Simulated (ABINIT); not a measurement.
Planning a run of ABINIT 10.8.3 on Selenium (P3_121, 3 atoms a cell). The input:

```
acell 3*1.0 Angstrom
rprim 
  4.366199999998 0.000000000000 0.000000000000
  -2.183099999999 3.781240118002 0.000000000000
  0.000000000000 0.000000000000 4.953600000000
ntypat 1
znucl 34
natom 3
typat 1 1 1
xred 
  0.225400000000 0.000000000000 0.333333333333
  0.000000000000 0.225400000000 0.666666666667
  0.774600000000 0.774600000000 -0.000000000000
pp_dirpath "pseudos"
pseudos "Se.upf"
ecut 48
ngkpt 3 3 2
nshiftk 1
shiftk 0 0 0
kptopt 1
chksymbreak 0
iscf -2
irdden 1
istwfk *1
nband 100
nbdbuf 8
tolwfr 1e-09
nstep 60
prtvol 0
indata_prefix "in"
outdata_prefix "out"
tmpdata_prefix "tmp"
```

```sh
OMP_NUM_THREADS=1 mpirun -n 6 abinit run.abi > log
```

How long will it take on 6 MPI ranks of Arm Neoverse N1, shared host, and how much memory?

It took 38 s; on shared hardware allow 19 s to 76 s. Peak host memory was 0.57 GiB.

[Paths, hosts, dates, memory and timing lines, banners, echoed tables and standing remarks are left out of the program output.]

[Logs are printed without paths, hosts, clocks, repeated set-up lines and the standing remarks that a program may print on its own settings, such as how far it seeks lower states.]

[Runs of the session that timed out or met a known fault of the program may be left out.]

[Hosts, paths, dates, database ids (printed as entryN), source tags and the programs' standing remarks are cut or masked in the printed files.]

[G0W0 gaps are taken among the corrected bands and points alone; a level outside them can change the order at an edge.]

[Where Ansatz stands beside ABINIT at settings called matched, ABINIT's density can come from a denser mesh and the files from another edition; pairs whose starting gaps differed by over 0.03 eV were left out, so agreement reads better than it is.]
